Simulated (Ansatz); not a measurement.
## Optical response of ScCO (model structure)

Wanted: where ScCO (model structure) starts to absorb, how strongly, and its refractive index. The structure is a model built here, which may or may not match a known phase. It was built so: All La replaced by Sc in the C2/m structure of LaCO.

Main program and level: Ansatz 0.2.0; DFT, PBE, plane-wave PAW, default files, scalar-relativistic, independent-particle optical response without local fields.

### 1. The starting structure

It takes space group C2/m (No. 12, monoclinic). The conventional cell has a = 6.415 Å, b = 3.628 Å, c = 6.664 Å, α = 90.00°, β = 95.30°, γ = 90.00°. Nearest to Sc lie 4 O at 2.18 to 2.20 Å and 4 C at 2.56 to 2.88 Å. Nearest to O lie 4 Sc at 2.18 to 2.20 Å. C has 1 C at 1.14 Å and 4 Sc at 2.56 to 2.88 Å and 2 O at 2.92 Å nearest. All La replaced by Sc in the C2/m structure of LaCO. Farther neighbours and most contacts between anions are not listed.

As a file:

```cif
data_structure
_symmetry_space_group_name_H-M 'C2/m'
_symmetry_Int_Tables_number 12
_cell_length_a 6.4145
_cell_length_b 3.6284
_cell_length_c 6.6643
_cell_angle_alpha 90.000
_cell_angle_beta 95.298
_cell_angle_gamma 90.000
_cell_volume 154.45
loop_
_atom_site_label
_atom_site_type_symbol
_atom_site_symmetry_multiplicity
_atom_site_Wyckoff_symbol
_atom_site_fract_x
_atom_site_fract_y
_atom_site_fract_z
_atom_site_occupancy
Sc1 Sc 4 i 0.68357 0.00000 0.70754 1
O1 O 4 i 0.84735 0.50000 0.62070 1
C1 C 4 i 0.96075 0.00000 0.07332 1
```

### 2. Relaxation

The structure was built or cut out here, so it is relaxed before any spectrum is computed.

This step: DFT, PBE, plane-wave PAW, default files, scalar-relativistic, relaxation (Ansatz 0.2.0).

The input, input.yaml:

```yaml
crystal:
  lattice:
    - [3.20726867, -1.81421121, 0.0]
    - [3.20726867, 1.81421121, 0.0]
    - [-0.61534996, 0.0, 6.63585117]
  atoms:
    - { symbol: Sc, position: [0.683567, 0.683567, 0.707545] }
    - { symbol: Sc, position: [0.316433, 0.316433, 0.292455] }
    - { symbol: O, position: [0.347352, 0.347352, 0.620698] }
    - { symbol: O, position: [0.652648, 0.652648, 0.379302] }
    - { symbol: C, position: [0.960752, 0.960752, 0.073317] }
    - { symbol: C, position: [0.039248, 0.039248, 0.926683] }
kpoints:
  mp_grid: { grid: [7, 7, 4] }
scf:
  occupations: { method: fermi_dirac, width: 0.05 }
hamiltonian:
  xc: pbe
  pseudopotentials: { kind: paw }
output:
  forces: true
  stress: true
relax:
  f_tol: 0.02
  max_steps: 50
  cell: {}
```

Launch:

```bash
$ ansatz run input.yaml --threads 2 --pin off --max-ram 5120MiB --backend cpu --events-out ev --progress --plain --runs-dir out
```

Numbers of over 12 decimals in the logs are rounded to 6 here.

Output:

```text
Engine: ansatz 0.2.0, aarch64-unknown-linux-gnu
Pseudopotentials: kind: paw
Pseudopotential: Sc, paw, valence charge 11, recommended cutoff 420 eV (normal), Sc.paw.azcp
Pseudopotential: O, paw, valence charge 6, recommended cutoff 420 eV (normal), O.paw.azcp
Pseudopotential: C, paw, valence charge 4, recommended cutoff 420 eV (normal), C.paw.azcp
Functional definition: PBE
  parameter kappa = 0.804
  parameter beta = 0.066725
  exchange = pbe_x(kappa = kappa, mu = beta*pi^2/3)
  correlation = pbe_c(beta = beta)
Crystal: 6 atoms, lattice volume = 77.224 Å³
Basis set: ecut = 420 eV, 1503 PW (Γ), exchange–correlation on 50×50×90 points (8 copies of the dense FFT grid, shifted against one another)
Bands: 27, of which v1, the nominal top of the filled ones, is band 21 counted from 1 (20 counted from 0)
Symmetry: 4 space group operations
Space group: C2/m (ITA 12), of the structure as read, at distance tolerance 4.3e-5 Å
k-points: 60 of 196
Non-local potential: Sc, projectors of the file, l = 0: 3, l = 1: 2, l = 2: 3, l = 3: 1
Non-local potential: O, projectors of the file, l = 0: 2, l = 1: 2, l = 2: 1
Non-local potential: C, projectors of the file, l = 0: 2, l = 1: 2, l = 2: 1
PAW form: soft (Blöchl's): semilocal exchange-correlation on the pseudo side does not see the compensation charge
PAW one-centre angular grid: Sc, 590 points (default); XC on 64 Gauss nodes
PAW one-centre angular grid: O, 110 points (default); XC on 64 Gauss nodes
PAW one-centre angular grid: C, 110 points (default); XC on 64 Gauss nodes
Initial density: superposition of atomic densities (neutral atoms: chi_scale 0, normalization atom), corrected by the library's trained network
Initial wavefunctions: pseudopotential atomic-orbital guess
Functional: x = pbe(κ = 0.804, μ = 0.219515), c = pbe(β = 0.066725)
SCF iter   1: F=—  HF=-5913.311486 eV  |F-HF|=—  |Δ(HF+E_count)|=         —  Δρ=3.33e-3  dr2=8.05e-3  ethr=1.77e-3  ⟨swp⟩=4.1  Hψ=6626  notcnv=0
preconditioner: auto → Resta (q_TF=auto, 2.465 Å⁻¹)  ε∞=6.3  [insulator: Δε(μ)=3.040 eV  Ē_g=9.372 eV  σ=0.050 eV  W_gap=1.00  n_scr=22 (ndim 8)  ℏωp=21.5 eV  f_vac=0.013  D(μ)=0.00/eV (n_scr^D=0)  ε∞_Penn≈6.3]
SCF iter   2: F=—  HF=-5913.315244 eV  |F-HF|=—  |Δ(HF+E_count)|=   3.76e-3  Δρ=1.78e-3  dr2=2.34e-3  ethr=1.92e-5  ⟨swp⟩=2.5  Hψ=3029  notcnv=0  defer=90
SCF iter   3: F=—  HF=-5913.316832 eV  |F-HF|=—  |Δ(HF+E_count)|=   1.59e-3  Δρ=9.14e-4  dr2=7.95e-4  ethr=5.57e-6  ⟨swp⟩=2.0  Hψ=2098  notcnv=0  defer=90
SCF iter   4: F=—  HF=-5913.317175 eV  |F-HF|=—  |Δ(HF+E_count)|=   3.43e-4  Δρ=2.18e-4  dr2=6.54e-5  ethr=1.89e-6  ⟨swp⟩=2.0  Hψ=2128  notcnv=0  defer=90
SCF iter   5: F=—  HF=-5913.317177 eV  |F-HF|=—  |Δ(HF+E_count)|=   1.89e-6  Δρ=6.72e-5  dr2=3.71e-6  ethr=1.56e-7  ⟨swp⟩=2.0  Hψ=2147  notcnv=0  defer=90
SCF iter   6: F=—  HF=-5913.317179 eV  |F-HF|=—  |Δ(HF+E_count)|=   1.92e-6  Δρ=1.61e-5  dr2=2.46e-7  ethr=8.84e-9  ⟨swp⟩=2.0  Hψ=2190  notcnv=0  defer=90
SCF iter   7: F=-5913.317179 eV  HF=-5913.317179 eV  |F-HF|=1.30e-8  |Δ(HF+E_count)|=   2.23e-7  Δρ=4.98e-6  dr2=2.30e-8  ethr=2.38e-10  ⟨swp⟩=4.6  Hψ=5126  notcnv=0
SCF 1 converged in 7 iterations: F = -5913.317179 eV  dr2 = 2.30e-8
  greatest PAW one-centre occupation: 0.998 electrons in one spin orbital (limit 2), on the Sc atom at site 1 (counted from 0), in its partial waves of l = 0
relax step   1: F+E_penalty+E_count = -5913.31717928 eV  Δ(F+E_penalty+E_count) = +0.000e0 eV  max|allowed force component| = 1.080e1 eV/Å  Δτ_max = 0.0000 Å  P = -1.056 GPa  Ω = 77.224 Å³  (7 SCF iters, dr2 threshold 1.00e-7 eV, accepted)
Crystal: 6 atoms, lattice volume = 72.102 Å³
Basis set: ecut = 420 eV, 1403 PW (Γ), exchange–correlation on 50×50×90 points (8 copies of the dense FFT grid, shifted against one another)
Initial density: handed on by an earlier stage of this run
Initial wavefunctions: those handed on with the density
iter 1 solved again at ethr=9.14e-4 eV; its pass at ethr=3.10e-3 eV (dr2=3.84e-1 eV) is discarded
SCF iter   1: F=—  HF=-5914.425407 eV  |F-HF|=—  |Δ(HF+E_count)|=         —  Δρ=2.51e-2  dr2=3.80e-1  ethr=9.14e-4  ⟨swp⟩=1.0  Hψ=10265  notcnv=0
preconditioner: auto → Resta (q_TF=auto, 2.493 Å⁻¹)  ε∞=6.4  [insulator: Δε(μ)=2.540 eV  Ē_g=9.613 eV  σ=0.050 eV  W_gap=1.00  n_scr=22 (ndim 8)  ℏωp=22.3 eV  f_vac=0.000  D(μ)=0.00/eV (n_scr^D=0)  ε∞_Penn≈6.4]
SCF iter   2: F=—  HF=-5914.340483 eV  |F-HF|=—  |Δ(HF+E_count)|=   8.49e-2  Δρ=1.06e-2  dr2=5.12e-2  ethr=9.06e-4  ⟨swp⟩=2.0  Hψ=2641  notcnv=0
SCF iter   3: F=—  HF=-5914.330568 eV  |F-HF|=—  |Δ(HF+E_count)|=   9.92e-3  Δρ=3.91e-3  dr2=8.68e-3  ethr=1.22e-4  ⟨swp⟩=2.0  Hψ=3027  notcnv=0  defer=85
SCF iter   4: F=—  HF=-5914.329484 eV  |F-HF|=—  |Δ(HF+E_count)|=   1.08e-3  Δρ=1.36e-3  dr2=1.55e-3  ethr=2.07e-5  ⟨swp⟩=2.0  Hψ=2471  notcnv=0  defer=85
SCF iter   5: F=—  HF=-5914.329602 eV  |F-HF|=—  |Δ(HF+E_count)|=   1.18e-4  Δρ=4.22e-4  dr2=2.71e-4  ethr=3.70e-6  ⟨swp⟩=2.0  Hψ=2072  notcnv=0  defer=85
SCF iter   6: F=—  HF=-5914.329857 eV  |F-HF|=—  |Δ(HF+E_count)|=   2.55e-4  Δρ=8.42e-5  dr2=8.36e-6  ethr=6.46e-7  ⟨swp⟩=2.0  Hψ=2130  notcnv=0  defer=85
SCF iter   7: F=-5914.329863 eV  HF=-5914.329863 eV  |F-HF|=2.07e-7  |Δ(HF+E_count)|=   6.02e-6  Δρ=1.97e-5  dr2=3.61e-7  ethr=1.43e-9  ⟨swp⟩=3.0  Hψ=6393  notcnv=0
SCF 2 converged in 7 iterations: F = -5914.329863 eV  dr2 = 3.61e-7
relax step   2: F+E_penalty+E_count = -5914.32986294 eV  Δ(F+E_penalty+E_count) = -1.013e0 eV  max|allowed force component| = 3.811e-1 eV/Å  Δτ_max = 0.0775 Å  P = -0.591 GPa  Ω = 72.102 Å³  energy of the carried Pulay correction = +1.529e-2 eV  (7 SCF iters, dr2 threshold 6.00e-7 eV, accepted)
Crystal: 6 atoms, lattice volume = 70.855 Å³
Basis set: ecut = 420 eV, 1367 PW (Γ), exchange–correlation on 50×50×90 points (8 copies of the dense FFT grid, shifted against one another)
iter 1 solved again at ethr=4.88e-5 eV; its pass at ethr=3.10e-3 eV (dr2=2.05e-2 eV) is discarded
SCF iter   1: F=—  HF=-5914.352863 eV  |F-HF|=—  |Δ(HF+E_count)|=         —  Δρ=6.43e-3  dr2=2.06e-2  ethr=4.88e-5  ⟨swp⟩=1.9  Hψ=9263  notcnv=0
preconditioner: auto → Resta (q_TF=auto, 2.501 Å⁻¹)  ε∞=3.7  [insulator: Δε(μ)=2.710 eV  Ē_g=16.469 eV  σ=0.050 eV  W_gap=1.00  n_scr=22 (ndim 8)  ℏωp=27.2 eV  f_vac=0.006  D(μ)=0.00/eV (n_scr^D=0)  ε∞_Penn≈3.7]
SCF iter   2: F=—  HF=-5914.348919 eV  |F-HF|=—  |Δ(HF+E_count)|=   3.94e-3  Δρ=3.15e-3  dr2=4.22e-3  ethr=4.88e-5  ⟨swp⟩=2.6  Hψ=2260  notcnv=0
SCF iter   3: F=—  HF=-5914.348413 eV  |F-HF|=—  |Δ(HF+E_count)|=   5.06e-4  Δρ=1.40e-3  dr2=1.21e-3  ethr=1.01e-5  ⟨swp⟩=2.0  Hψ=2341  notcnv=0
SCF iter   4: F=—  HF=-5914.348198 eV  |F-HF|=—  |Δ(HF+E_count)|=   2.16e-4  Δρ=3.13e-4  dr2=5.16e-5  ethr=2.87e-6  ⟨swp⟩=2.0  Hψ=2393  notcnv=0
SCF iter   5: F=—  HF=-5914.348432 eV  |F-HF|=—  |Δ(HF+E_count)|=   2.35e-4  Δρ=7.82e-5  dr2=3.47e-6  ethr=1.23e-7  ⟨swp⟩=2.2  Hψ=2325  notcnv=0
SCF iter   6: F=-5914.348434 eV  HF=-5914.348434 eV  |F-HF|=5.95e-8  |Δ(HF+E_count)|=   1.92e-6  Δρ=1.62e-5  dr2=2.09e-7  ethr=1.43e-9  ⟨swp⟩=4.6  Hψ=5147  notcnv=0
SCF 3 converged in 6 iterations: F = -5914.348434 eV  dr2 = 2.09e-7
relax step   3: F+E_penalty+E_count = -5914.34843407 eV  Δ(F+E_penalty+E_count) = -1.857e-2 eV  max|allowed force component| = 3.529e-1 eV/Å  Δτ_max = 0.0357 Å  P = +0.421 GPa  Ω = 70.855 Å³  energy of the carried Pulay correction = +1.917e-2 eV  (6 SCF iters, dr2 threshold 6.00e-7 eV, accepted)
[...]
relax step   4: F+E_penalty+E_count = -5914.35112615 eV  Δ(F+E_penalty+E_count) = -2.692e-3 eV  max|allowed force component| = 1.228e-1 eV/Å  Δτ_max = 0.0121 Å  P = +0.086 GPa  Ω = 71.114 Å³  energy of the carried Pulay correction = +1.836e-2 eV  (6 SCF iters, dr2 threshold 6.00e-7 eV, accepted)
[...]
relax step   5: F+E_penalty+E_count = -5914.35427904 eV  Δ(F+E_penalty+E_count) = -3.153e-3 eV  max|allowed force component| = 6.677e-2 eV/Å  Δτ_max = 0.0194 Å  P = +0.086 GPa  Ω = 70.942 Å³  energy of the carried Pulay correction = +1.890e-2 eV  (6 SCF iters, dr2 threshold 6.00e-7 eV, accepted)
[...]
relax step   6: F+E_penalty+E_count = -5914.35450395 eV  Δ(F+E_penalty+E_count) = -2.249e-4 eV  max|allowed force component| = 2.553e-2 eV/Å  Δτ_max = 0.0060 Å  P = -0.028 GPa  Ω = 71.036 Å³  energy of the carried Pulay correction = +1.861e-2 eV  (5 SCF iters, dr2 threshold 2.79e-7 eV, accepted)
[...]
relax step   7: F+E_penalty+E_count = -5914.35459874 eV  Δ(F+E_penalty+E_count) = -9.479e-5 eV  max|allowed force component| = 3.712e-3 eV/Å  Δτ_max = 0.0015 Å  P = +0.011 GPa  Ω = 71.022 Å³  energy of the carried Pulay correction = +1.865e-2 eV  (5 SCF iters, dr2 threshold 4.07e-8 eV, accepted)
[...]
relax step   8: F+E_penalty+E_count = -5914.34448551 eV  Δ(F+E_penalty+E_count) = +1.011e-2 eV  max|allowed force component| = 5.350e-3 eV/Å  Δτ_max = 0.0000 Å  P = -0.270 GPa  Ω = 71.022 Å³  stress off target by 3.75e-1 GPa  SCF on the basis re-selected at this cell (its energy is not comparable with the rows above)  (6 SCF iters)
[...]
relax step   9: F+E_penalty+E_count = -5914.34513454 eV  Δ(F+E_penalty+E_count) = -6.490e-4 eV  max|allowed force component| = 2.386e-3 eV/Å  Δτ_max = 0.0016 Å  P = -0.008 GPa  Ω = 70.866 Å³  energy of the carried Pulay correction = +4.714e-4 eV  (5 SCF iters, dr2 threshold 3.51e-7 eV, accepted)
iter 1 solved again at ethr=4.00e-8 eV; its pass at ethr=3.10e-3 eV (dr2=1.68e-5 eV) is discarded
SCF iter   1: F=—  HF=-5914.344445 eV  |F-HF|=—  |Δ(HF+E_count)|=         —  Δρ=2.61e-5  dr2=1.70e-7  ethr=4.00e-8  ⟨swp⟩=3.8  Hψ=10534  notcnv=0
preconditioner: auto → Resta (q_TF=auto, 2.500 Å⁻¹)  ε∞=3.7  [insulator: Δε(μ)=2.700 eV  Ē_g=16.471 eV  σ=0.050 eV  W_gap=1.00  n_scr=22 (ndim 8)  ℏωp=27.2 eV  f_vac=0.006  D(μ)=0.00/eV (n_scr^D=0)  ε∞_Penn≈3.7]
SCF iter   2: F=—  HF=-5914.344658 eV  |F-HF|=—  |Δ(HF+E_count)|=   2.13e-4  Δρ=1.40e-5  dr2=1.06e-7  ethr=4.04e-10  ⟨swp⟩=2.8  Hψ=3001  notcnv=0
SCF iter   3: F=—  HF=-5914.344658 eV  |F-HF|=—  |Δ(HF+E_count)|=   3.33e-9  Δρ=7.65e-6  dr2=1.77e-8  ethr=2.51e-10  ⟨swp⟩=2.0  Hψ=2060  notcnv=0
SCF iter   4: F=—  HF=-5914.344658 eV  |F-HF|=—  |Δ(HF+E_count)|=   2.27e-8  Δρ=1.80e-6  dr2=1.53e-9  ethr=4.22e-11  ⟨swp⟩=2.1  Hψ=2309  notcnv=0
SCF iter   5: F=—  HF=-5914.344658 eV  |F-HF|=—  |Δ(HF+E_count)|=   1.37e-9  Δρ=1.23e-6  dr2=5.38e-10  ethr=3.64e-12  ⟨swp⟩=2.1  Hψ=2180  notcnv=0
SCF iter   6: F=-5914.344658 eV  HF=-5914.344658 eV  |F-HF|=1.82e-12  |Δ(HF+E_count)|=  5.82e-10  Δρ=2.81e-7  dr2=4.27e-11  ethr=1.00e-12  ⟨swp⟩=3.0  Hψ=6207  notcnv=0
SCF 10 converged in 6 iterations: F = -5914.344658 eV  dr2 = 4.27e-11
relax step  10: F+E_penalty+E_count = -5914.34465777 eV  Δ(F+E_penalty+E_count) = +4.768e-4 eV  max|allowed force component| = 2.363e-3 eV/Å  Δτ_max = 0.0000 Å  P = -0.016 GPa  Ω = 70.866 Å³  stress off target by 3.13e-2 GPa  SCF on the basis re-selected at this cell (its energy is not comparable with the rows above)  (6 SCF iters)
basis re-selected at this cell: Δ(F+E_penalty+E_count) = +4.768e-4 eV, ΔP = -0.007 GPa vs the last step (what re-selecting the basis moved, of the pressure what is left beyond the Pulay correction that the steps carried, after the strain that the cell walked since its last selection, with what the two solves' SCF thresholds leave and, on support functions, any second-order correction that the steps lacked; it is no m [...]
SCF converged after 6 iterations
Free energy (F): -5914.344658 eV
Harris-Foulkes:  -5914.344658 eV  (|F-HF|=1.82e-12)
Internal energy: -5914.344658 eV  (E = F + TS)
E sigma→0 (E₀):  -5914.344658 eV
Fermi energy:    9.427683 eV
--- Per-component energies (eV) ---
  E_band       = -312.135515
  E_kinetic    = 1051.077458
  E_local      = -2632.620979  (includes V_loc(G=0)·N_el)
  E_nonlocal   = 309.151562
  E_hartree    = 920.347601
  E_xc         = -454.981178
  E_vxc        = -569.016966  (∫ρ·V_xc dr)
  E_paw        = -2422.057386  (= ΣΔE_a)
  E_vpaw       = -311.426692  (= ΣTr[D̂ρ^β])
  E_aug_tail   = 0.005021  (compensation charges beyond the density's cutoff)
  E_ewald      = -2685.266757
  E_smearing   = -0.000000  (= −TS)
  E_closure    = -0.000000  (closes the sum)
  Σ components = -5914.344658   (vs F -5914.344658, Δ=0.00e0)
--- Forces (eV/Å), atoms counted from 1 ---
  atom   1  Sc     0.00016136     0.00000000     0.00047678
  atom   2  Sc    -0.00016136    -0.00000000    -0.00047678
  atom   3  O     -0.00104027    -0.00000000    -0.00036356
  atom   4  O      0.00104027     0.00000000     0.00036356
  atom   5  C      0.00080600     0.00000000    -0.00236328
  atom   6  C     -0.00080600    -0.00000000     0.00236328
  max |Σ_I F_I| component: 4.34e-19 eV/Å
--- Stress (GPa, compression-positive) ---
       -0.018869       0.000000      -0.001491
        0.000000       0.003143       0.000000
       -0.001490       0.000000      -0.031096
  P = ⅓ Tr σ = -0.0156 GPa (-0.156 kbar)
--- Relaxed structure (8 steps of the walk, 8 accepted, 2 SCFs on fresh bases) ---
  F+E_penalty+E_count = -5914.34465777 eV   max|allowed force component| = 2.363e-3 eV/Å   (the final SCF, on the basis selected at the relaxed cell)
  cell:  # Å, volume = 70.8661 Å³
    - [3.136747, -1.702977, -0.051334]
    - [3.136747, 1.702977, -0.051334]
    - [-0.708029, 0.0, 6.644747]
  atoms:
    - { symbol: Sc, position: [0.688216, 0.688216, 0.703118] }
    - { symbol: Sc, position: [0.311784, 0.311784, 0.296882] }
    - { symbol: O, position: [0.355846, 0.355846, 0.623627] }
    - { symbol: O, position: [0.644154, 0.644154, 0.376373] }
    - { symbol: C, position: [0.943522, 0.943522, 0.071261] }
    - { symbol: C, position: [0.056478, 0.056478, 0.928739] }
```

Elapsed: 28 s, on 2 threads of Arm Neoverse V2, shared host; peak memory 0.42 GiB.

Step by step:

```csv
step,energy less that of the first step (eV),largest force component (eV/Å),pressure (GPa),volume (Å³)
1,0.0000,10.8039,-1.06,77.22
2,-1.0127,0.3811,-0.59,72.10
3,-1.0313,0.3529,0.42,70.86
4,-1.0339,0.1228,0.09,71.11
5,-1.0371,0.0668,0.09,70.94
6,-1.0373,0.0255,-0.03,71.04
7,-1.0374,0.0037,0.01,71.02
8*,-1.0273,0.0053,-0.27,71.02
9,-1.0280,0.0024,-0.01,70.87
10*,-1.0275,0.0024,-0.02,70.87
```

Relaxation steps marked * repeat the geometry before them on a plane-wave basis chosen anew for their cell, so energy and pressure can jump there.

Forces are held to the 4 operations that the run works with; a distortion that breaks them can't arise in this run.

```csv
cell as run,before,after,change
a (Å),3.685,3.570,-3.1 %
b (Å),3.685,3.570,-3.1 %
c (Å),6.664,6.682,+0.3 %
α (°),94.61,96.17,+1.6 %
β (°),94.61,96.17,+1.6 %
γ (°),58.99,56.99,-3.4 %
volume (Å³/atom),12.87,11.81,-8.2 %
```

The atoms that moved most (Å, as changes of fractional coordinates times the final cell):

```csv
atom,dx,dy,dz,length
C5,-0.107,0.000,-0.012,0.107
C6,0.107,0.000,0.012,0.107
O4,-0.051,0.000,-0.019,0.054
O3,0.051,0.000,0.019,0.054
Sc1,0.032,0.000,-0.030,0.044
Sc2,-0.032,0.000,0.030,0.044
```

The relaxed structure:

```cif
data_structure
_symmetry_space_group_name_H-M 'P 1'
_symmetry_Int_Tables_number 1
_cell_length_a 3.5696
_cell_length_b 3.5696
_cell_length_c 6.6824
_cell_angle_alpha 96.166
_cell_angle_beta 96.166
_cell_angle_gamma 56.990
_cell_volume 70.87
loop_
_atom_site_label
_atom_site_type_symbol
_atom_site_fract_x
_atom_site_fract_y
_atom_site_fract_z
_atom_site_occupancy
Sc1 Sc 0.68822 0.68822 0.70312 1
Sc2 Sc 0.31178 0.31178 0.29688 1
O3 O 0.35585 0.35585 0.62363 1
O4 O 0.64415 0.64415 0.37637 1
C5 C 0.94352 0.94352 0.07126 1
C6 C 0.05648 0.05648 0.92874 1
```

The relaxation ends with a largest force component of 0.0024 eV/Å and a pressure of -0.02 GPa.

(Part 1 of 3 ends here.)

[Logs are printed without paths, hosts, clocks, repeated set-up lines and the standing remarks that a program may print on its own settings, such as how far it seeks lower states.]

[Hosts, paths, dates, database ids (printed as entryN), source tags and the programs' standing remarks are cut or masked in the printed files.]
